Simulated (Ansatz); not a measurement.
# BiB (model cell, started as wurtzite): the cell at rest, part 2 of 2

Aim: bring BiB (model cell, started as wurtzite) to small forces and stress, as phonons need.

Ansatz 0.2.0; DFT r2SCAN, scalar-relativistic, plane waves, PAW.

So far. Step 2 (A coarse first look): The coarse mesh shows a gap of 0.16 eV and a pressure of -5.5 GPa.

The structure was built from a prototype and need not be the compound's stable phase.

## 4. Bringing the structure to rest (continued)

Valence density in the ac plane at fractional y = 0.333, with atoms of B and Bi within 0.2 Å of it. It is the smooth field of the valence electrons, not physical close to the nuclei.

Values in e/Å³, 23 rows by 14 columns, each cell a mean:
```
0.3 0.2 0.2 0.2 0.3 0.4 0.6 1.7 3.3 4.2 3.8 2.3 0.9 0.5
0.3 0.2 0.2 0.2 0.3 0.5 1.0 3.1 5.3 6.5 5.9 3.9 1.5 0.6
0.3 0.2 0.2 0.2 0.2 0.5 1.2 3.8 6.2 7.7 7.0 4.7 1.9 0.7
0.2 0.1 0.1 0.1 0.2 0.4 0.9 3.2 5.3 6.6 6.0 4.0 1.5 0.6
0.2 0.1 0.1 0.1 0.1 0.3 0.6 1.8 3.3 4.3 3.8 2.4 0.9 0.4
0.1 0.1 0.0 0.1 0.1 0.2 0.3 0.7 1.1 1.5 1.3 0.8 0.4 0.2
0.1 0.1 0.0 0.0 0.1 0.1 0.2 0.4 0.6 0.6 0.6 0.5 0.3 0.2
0.1 0.0 0.0 0.0 0.1 0.1 0.2 0.3 0.4 0.5 0.5 0.4 0.2 0.1
0.1 0.1 0.1 0.1 0.1 0.1 0.2 0.4 0.5 0.6 0.6 0.4 0.3 0.2
0.1 0.1 0.1 0.1 0.1 0.2 0.3 0.5 0.6 0.6 0.6 0.5 0.3 0.2
0.2 0.2 0.1 0.2 0.2 0.2 0.4 0.5 0.6 0.4 0.5 0.6 0.4 0.3
0.3 0.2 0.2 0.2 0.3 0.3 0.4 0.6 0.6 0.4 0.5 0.6 0.5 0.3
0.3 0.3 0.3 0.3 0.3 0.3 0.4 0.6 0.6 0.5 0.6 0.6 0.5 0.4
0.3 0.4 0.4 0.4 0.4 0.3 0.3 0.4 0.5 0.5 0.5 0.4 0.4 0.3
0.3 0.4 0.4 0.4 0.3 0.3 0.3 0.3 0.3 0.3 0.3 0.3 0.3 0.3
0.2 0.3 0.3 0.3 0.3 0.2 0.2 0.1 0.1 0.1 0.1 0.1 0.2 0.2
0.2 0.2 0.2 0.2 0.2 0.1 0.1 0.1 0.1 0.1 0.1 0.1 0.1 0.1
0.1 0.1 0.1 0.1 0.1 0.1 0.1 0.1 0.0 0.0 0.0 0.1 0.1 0.1
0.1 0.1 0.1 0.1 0.1 0.1 0.1 0.1 0.0 0.0 0.0 0.0 0.1 0.1
0.1 0.1 0.1 0.1 0.1 0.1 0.1 0.1 0.1 0.1 0.1 0.1 0.1 0.1
0.1 0.1 0.1 0.1 0.1 0.1 0.1 0.1 0.2 0.2 0.2 0.1 0.1 0.1
0.2 0.2 0.2 0.2 0.2 0.2 0.2 0.3 0.4 0.5 0.4 0.3 0.2 0.2
0.2 0.2 0.2 0.2 0.2 0.3 0.4 0.6 1.0 1.3 1.2 0.7 0.4 0.3
```
Columns run along a (3.9 Å), rows up along c (6.4 Å). Atoms in or near the plane, at fractional coordinates: B at (0.67, 0.50), Bi at (0.67, 0.87).

ELF in the ac plane at fractional y = 0.333, with atoms of B and Bi within 0.2 Å of it. It is the smooth field of the valence electrons, not physical close to the nuclei.

Ten even steps from '0' (0.02) to '9' (0.80), each cell a mean:
```
66667654323445
66666543101245
55455552011244
43234453101244
32113454322454
21002344444444
10001345666554
10001357899864
21002468999975
42123577656776
54335786201587
64445797200598
64445798523798
54445688766887
54554567766776
44544444444444
34444321111122
23433210000001
23332100000001
23332111111111
34444333333333
55555544455445
66666654555545
```
Columns run along a (3.9 Å), rows up along c (6.4 Å). Atoms in or near the plane, at fractional coordinates: B at (0.67, 0.50), Bi at (0.67, 0.87).

Electrostatic potential energy in the ac plane at fractional y = 0.333, with atoms of B and Bi within 0.2 Å of it. With pseudopotentials it is smooth inside the atoms' cores, unlike the true potential.

Ten even steps from '0' (-75 eV) to '9' (13 eV), each cell a mean:
```
99999985211478
99999872000158
99999861000058
99999872000158
99999985211478
99999997666789
99999999888899
99999999999999
99999999888999
99999998655799
99999997423689
99999996322589
99899997544799
98889999878899
98889999999999
99889999999999
99999999999999
99999999999999
99999999999999
99999999999999
99999999999999
99999999888899
99999998766789
```
Columns run along a (3.9 Å; values clipped at the 3rd and 97th percentile), rows up along c (6.4 Å). Atoms in or near the plane, at fractional coordinates: B at (0.67, 0.50), Bi at (0.67, 0.87).

In this step the volume went from 20.62 to 20.62 Å³/atom.

## 5. Relaxing to small forces for the phonons

Phonons need a cell at rest on their own settings, so the relaxation is repeated with tight tolerances on forces and stress, using the mesh and the filling of the phonon run that follows.

Contents of input.yaml:

```yaml
crystal:
  lattice:
    - [3.865262563, 0.0, 0.0]
    - [-1.9326312815, 3.3474155718, 0.0]
    - [0.0, 0.0, 6.3762248712]
  atoms:
    - { symbol: B, position: [0.3333333333, 0.6666666667, 0.0002208533] }
    - { symbol: B, position: [0.6666666667, 0.3333333333, 0.5002208533] }
    - { symbol: Bi, position: [0.3333333333, 0.6666666667, 0.3747791467] }
    - { symbol: Bi, position: [0.6666666667, 0.3333333333, 0.8747791467] }
kpoints:
  mp_grid: { grid: [9, 9, 6] }
hamiltonian:
  xc: r2scan
scf:
  occupations: { method: gaussian, width: 0.01 }
output:
  forces: true
  stress: true
  eigenvalues: true
relax:
  adjacent_minimum: "off"
  f_tol: 0.001
  max_steps: 60
  cell: { stress_tol: 0.01 }
```

Run with:

```
$ ansatz run input.yaml --threads 4 --pin off --max-ram 7168MiB --backend cpu --events-out ev --progress --plain --runs-dir out
```

Numbers of over 12 decimals in the logs are rounded to 6 here.

Log:

```text
[...]
Crystal: 4 atoms, lattice volume = 82.500 Å³
Basis set: ecut = 500 eV, 2069 PW (Γ), exchange–correlation on 120×120×192 points (64 copies of the dense FFT grid, shifted against one another)
Bands: 22, of which v1, the nominal top of the filled ones, is band 18 counted from 1 (17 counted from 0)
Symmetry: 12 space group operations
[...]
--- Relaxed structure (2 steps of the walk, 2 accepted, 1 SCFs on fresh bases) ---
[...]
cell:  # Å, volume = 82.4836 Å³
    - [3.864993, 0, 0]
    - [-1.932496, 3.347182, 0]
    - [0, 0, 6.375871]
  atoms:
    - { symbol: B, position: [0.333333, 0.666667, 0.000223389] }
    - { symbol: B, position: [0.666667, 0.333333, 0.500223] }
    - { symbol: Bi, position: [0.333333, 0.666667, 0.374777] }
    - { symbol: Bi, position: [0.666667, 0.333333, 0.874777] }
[key lines of the parts left out:]
SCF converged after 5 iterations
Free energy (F): -25132.128728 eV
Fermi energy:    10.766196 eV
P = ⅓ Tr σ = 0.0057 GPa (0.057 kbar)
```

Run time: 26 s. Hardware: 4 threads of Arm Neoverse N1, shared host; peak memory 0.56 GiB; 1.7 min of CPU time.

Little changed from the start: no atom moved by 0.005 Å and no cell edge by 0.1 %.

This step gave:

```
pressure           : 0.005686 GPa
gap on the k-mesh  : 0.1981 eV
direct gap on mesh : 0.1981 eV
```

The largest force component left is 0.13 meV/Å and the pressure is 0.006 GPa, within the tolerances set. The cell now holds 20.62 Å³/atom.

## 6. Summary of results

```yaml
space_group_after_relaxation_within_0p01_a: P6_3mc
lattice_constant_a: 3.865 Å
lattice_constant_b: 3.865 Å
lattice_constant_c: 6.376 Å
volume_per_atom: 20.6 Å³
gap_on_the_k_mesh: 0.198 eV
```

The largest force component left is 0.13 meV/Å and the pressure is 0.006 GPa, within the tolerances set. The cell now holds 20.62 Å³/atom. The relaxation keeps the symmetry of its start, so it says nothing on stability against lower symmetry. Spin-orbit coupling is left out, which can matter for the heavy elements here. The starting cell was built on a prototype and not taken from a measurement, so the phase need not exist.

[Logs are printed without paths, hosts, clocks, repeated set-up lines and the standing remarks that a program may print on its own settings, such as how far it seeks lower states.]

[Hosts, paths, dates, database ids (printed as entryN), source tags and the programs' standing remarks are cut or masked in the printed files.]
